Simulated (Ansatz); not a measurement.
# NaVS3 (model cell, started as cubic perovskite with V in the octahedra): following an unstable mode, part 3 of 3

Wanted: the energy along a soft mode of NaVS3 (model cell, started as cubic perovskite with V in the octahedra) and the structure at the end.

Ansatz 0.2.0; DFT PBEsol, scalar-relativistic, plane waves, PAW; PAW set soft_1.

So far. Step 5 (Energy along the mode, all amplitudes (two of the runs …): The lowest of the steps tried is at 0.04 Å, 1.23 meV/atom below the parent; the bottom of the well need not coincide with a step. Step 7 (The new phase in its own primitive cell): The largest force component left is 0.38 meV/Å and the pressure is 0.000 GPa, within the tolerances set. The cell now holds 19.15 Å³/atom. The relaxed cell has a = 6.475, c = 9.137 Å (conventional setting).

The structure was built from a prototype and need not be the compound's stable phase.

## (8) Modes of the new phase

A relaxed structure may still be a saddle point, so its zone-centre modes are computed. No field response is asked, since the mesh shows no gap.

input.yaml

```yaml
crystal:
  lattice:
    - [-3.2373044799, 3.2373044799, 4.5684121978]
    - [3.2373044799, -3.2373044799, 4.5684121978]
    - [3.2373044799, 3.2373044799, -4.5684121978]
  atoms:
    - { symbol: Na, position: [0.75, 0.75, 0.0] }
    - { symbol: Na, position: [0.25, 0.25, 0.0] }
    - { symbol: V, position: [0.0, 0.5, 0.5] }
    - { symbol: V, position: [0.5, 0.0, 0.5] }
    - { symbol: S, position: [0.75, 0.25, 0.5] }
    - { symbol: S, position: [0.25, 0.75, 0.5] }
    - { symbol: S, position: [0.7566718775, 0.2566718775, 0.013343755] }
    - { symbol: S, position: [0.2433281225, 0.7433281225, 0.986656245] }
    - { symbol: S, position: [0.2566718775, 0.2433281225, 0.5] }
    - { symbol: S, position: [0.7433281225, 0.7566718775, 0.5] }
kpoints:
  mp_grid: { grid: [8, 8, 8] }
hamiltonian:
  xc: pbesol
  pseudopotentials: { kind: paw, azcp: { folder: soft_1 }, xc_functional: pbe }
scf:
  occupations: { method: methfessel_paxton, width: 0.2 }
output:
  eigenvalues: true
phonons:
  method: dfpt
```

Started as:

```sh
$ ansatz run input.yaml --threads 8 --pin off --max-ram 16384MiB --backend cpu --events-out ev --progress --plain --runs-dir out
```

Numbers of over 12 decimals in the logs are rounded to 6 here.

Log:

```text
[...]
Crystal: 10 atoms, lattice volume = 191.510 Å³
Basis set: ecut = 420 eV, 3719 PW (Γ), exchange–correlation on 96×96×96 points (8 copies of the dense FFT grid, shifted against one another)
Bands: 50, of which v1, the nominal top of the filled ones, is band 40 counted from 1 (39 counted from 0)
Symmetry: 16 space group operations
k-points: 260 of 512 (irreducible under 1 space group operation, time reversal used)
[...]
SCF iter   1: F=—  HF=-14040.996227 eV  |F-HF|=—  |Δ(HF+E_count)|=         —  Δρ=9.47e-2  dr2=2.80e1  ethr=3.10e-3  ⟨swp⟩=8.1  Hψ=54109  notcnv=0
[...]
SCF iter  13: F=-14038.328604 eV  HF=-14038.328604 eV  |F-HF|=0.00e0  |Δ(HF+E_count)|=  5.64e-11  S|Δr|=    0.00e0  Δρ=4.44e-8  dr2=3.51e-12  ethr=1.00e-12  ⟨swp⟩=6.6  Hψ=63171  notcnv=0
[...]
SCF 1 converged in 13 iterations: F = -14038.328604 eV  dr2 = 3.51e-12
[...]
DFPT response loops at Γ: preconditioner auto → Kerker (q_TF=auto, 2.359 Å⁻¹) (partly filled bands, converged f_vac=0.001); β = 1.00, the filter's whole step (`scf.mixing.beta` (0.50) is not read by the response loops under this deck's `scf.mixing.preconditioner`; to damp them name `kerker` or `kerker_dos`, under which they read `scf.mixing.beta`, and type it under 1.00, their step now; both keys bind the ground state too); Broyden in place of MSR1
SCF converged after 13 iterations
[...]
Free energy (F): -14038.328604 eV
[...]
Internal energy: -14038.357153 eV  (E = F + TS)
E sigma→0 (E₀):  -14038.335741 eV
Entropy (-TS):   0.028548 eV (2.855 meV/atom)
Fermi energy:    6.759282 eV
[...]
--- Band table (eV; the first three rows and the last of 260) ---
  k-point 0: bands = [... 36 lower, 5.7027, 6.4189, 6.4189, 6.4273, 7.1687, 7.1926, 7.2110, 7.2110, ... 6 higher]
  k-point 1: bands = [... 36 lower, 6.0007, 6.0082, 6.6128, 6.6763, 6.9595, 7.0210, 7.1940, 7.2053, ... 6 higher]
  k-point 2: bands = [... 36 lower, 6.0363, 6.0389, 6.1537, 6.1725, 7.1915, 7.2080, 7.2820, 7.2904, ... 6 higher]
  k-point 259: bands = [... 36 lower, 4.8954, 5.6893, 6.1295, 6.1295, 7.1952, 7.2013, 7.6644, 7.8573, ... 6 higher]
--- Phonons (Γ-DFPT): 8 representative perturbations + reference, on 260 of 512 k-points (Σ response iterations 25) ---
  k mesh reduced under 1 symmetry operation, with k and −k counted as one. Each operation leaves every solved perturbation unchanged. A smaller set is not used because it would not reduce the number of displacements times k-points to solve
  ASR residual: 1.067e-4 → 0.000e0 eV/Å²; symmetrization residual: 9.854e-6 eV/Å²
  ASR residual per site (eV/Å²): 7.77e-5 7.77e-5 2.77e-5 2.77e-5 1.07e-4 1.07e-4 6.51e-5 6.51e-5 6.51e-5 6.51e-5
  Γ frequencies (cm⁻¹): -94.89 -83.80 -83.80 -79.55 -75.92 -75.92 0.00 0.00 0.00 68.25 68.25 69.46 69.46 69.61 70.70 77.04 96.32 99.50 99.50 187.60 187.60 192.83 226.03 226.88 229.26 229.26 348.37 360.88 360.88 456.11
  non-analytic LO–TO correction: not included (Born effective charges unavailable; polar crystals: no LO–TO splitting at Γ)
```

Elapsed: 5.2 min, on 8 threads of Arm Neoverse V2, shared host; peak memory 7.1 GiB.

Numbers from this step:

```
sum-rule residual before enforcement                    : 1.07e-4 eV/Å²
point group                                             : 4/mmm
highest optical mode at the zone centre (no LO-TO term) : 456.1 cm⁻¹
lowest optical zone-centre mode                         : -94.89 cm⁻¹
```

Patterns of degenerate modes are one choice out of their space. The modes at Γ (shares of kinetic energy by element, %) (negative means imaginary):

| mode | frequency (cm⁻¹) | symmetry | Na % | V % | S % |
| --- | --- | --- | --- | --- | --- |
| 1 | -94.9 | A2u | 1 | 62 | 37 |
| 2 | -83.8 | Eg | 0 | 0 | 100 |
| 3 | -83.8 | Eg | 0 | 0 | 100 |
| 4 | -79.5 | B1g | 0 | 0 | 100 |
| 5 | -75.9 | Eu | 2 | 64 | 34 |
| 6 | -75.9 | Eu | 2 | 64 | 34 |
| 7 | 0.0 | acoustic | 14 | 30 | 57 |
| 8 | 0.0 | acoustic | 14 | 30 | 57 |
| 9 | 0.0 | acoustic | 14 | 30 | 57 |
| 10 | 68.2 | Eg | 99 | 0 | 1 |
| 11 | 68.2 | Eg | 99 | 0 | 1 |
| 12 | 69.5 | Eu | 84 | 1 | 15 |
| 13 | 69.5 | Eu | 84 | 1 | 15 |
| 14 | 69.6 | A2g | 99 | 0 | 1 |
| 15 | 70.7 | A2u | 85 | 1 | 14 |
| 16 | 77.0 | B2g | 0 | 0 | 100 |
| 17 | 96.3 | B1u | 0 | 1 | 99 |
| 18 | 99.5 | Eu | 0 | 1 | 99 |
| 19 | 99.5 | Eu | 0 | 1 | 99 |
| 20 | 187.6 | Eu | 0 | 90 | 10 |
| 21 | 187.6 | Eu | 0 | 90 | 10 |
| 22 | 192.8 | B1u | 0 | 99 | 1 |
| 23 | 226.0 | A2g | 1 | 0 | 99 |
| 24 | 226.9 | A1g | 0 | 0 | 100 |
| 25 | 229.3 | Eg | 1 | 0 | 99 |
| 26 | 229.3 | Eg | 1 | 0 | 99 |
| 27 | 348.4 | A2u | 0 | 7 | 93 |
| 28 | 360.9 | Eu | 0 | 15 | 85 |
| 29 | 360.9 | Eu | 0 | 15 | 85 |
| 30 | 456.1 | B2g | 0 | 0 | 100 |

Displacements in mode 1 (-94.9 cm⁻¹), the largest set to 1:
```
Na1  0.00  0.00 -0.23
Na2  0.00  0.00 -0.23
V3   0.00  0.00  1.00
V4   0.00  0.00  1.00
S5   0.00  0.00 -0.06
S6   0.00  0.00 -0.06
S7   0.00  0.00 -0.68
S8   0.00  0.00 -0.68
S9   0.00  0.00 -0.68
S10  0.00  0.00 -0.68
```

Displacements in mode 28 (360.9 cm⁻¹), the largest set to 1:
```
Na1  0.00 -0.05  0.00
Na2  0.00 -0.05  0.00
V3   0.37  0.41  0.00
V4  -0.38  0.42  0.00
S5   0.00  0.47  0.00
S6   0.00  0.47  0.00
S7  -0.99 -0.53  0.00
S8  -0.99 -0.53  0.00
S9   1.00 -0.55  0.00
S10  1.00 -0.55  0.00
```

Before it was imposed, the acoustic sum rule was missed by 1.1e-4 eV/Å². Small misses are needed for a sound result but don't prove that mesh and cutoff are converged. The lowest optical mode is imaginary, 94.9i cm⁻¹, so the energy falls along it.

## (9) Results

```yaml
unstable_mode_of_the_parent: q = (-0.5, -0.5, -0.5), 216i cm⁻¹
depth_at_the_lowest_point_sampled: 1.23 meV/atom
largest_atomic_shift_at_that_point: 0.04 Å
space_group_reached_within_0p01_a: I4/mcm
energy_gained_over_the_parent_first_relaxation_on_the_mesh_of_the_frozen_mode: 1.86 meV/atom
volume_per_atom_phase_reached: 19.2 Å³
lowest_optical_zone_centre_mode_phase_reached: -94.9 cm⁻¹
highest_optical_mode_at_the_zone_centre_no_lo_to_term_phase_reached: 456 cm⁻¹
```

**Reading.** Along this mode the structure falls into I4/mcm, 1.86 meV/atom below the parent. At the parent's cell the well is 1.232 meV/atom deep on the steps tried, with its lowest point at a shift of 0.04 Å. Relaxing atoms and cell changes the gain by +0.63 meV/atom against the lowest step (energies at zero smearing). The new phase still has an imaginary mode at the zone centre of its cell, so it is a saddle point on the way to a lower structure. Of the 4 patterns followed to their end from this parent, this one ends 36.9 meV/atom above the lowest, Pmma. Another end point lies within 1 meV/atom; how such a difference moves with mesh and cutoff was not tested. Each path keeps the symmetry of its pattern, so a lower phase may lie along a pattern not tried. With no gap, or one that is small against the smearing, the frequencies hang on the k mesh and the smearing, most of all near Kohn anomalies. The phonon runs are without spin polarisation, although V often carries a moment. The PAW files were made for PBE and serve the other functionals too. The starting cell was built on a prototype and not taken from a measurement, so the phase need not exist.

[Logs are printed without paths, hosts, clocks, repeated set-up lines and the standing remarks that a program may print on its own settings, such as how far it seeks lower states.]

[Hosts, paths, dates, database ids (printed as entryN), source tags and the programs' standing remarks are cut or masked in the printed files.]
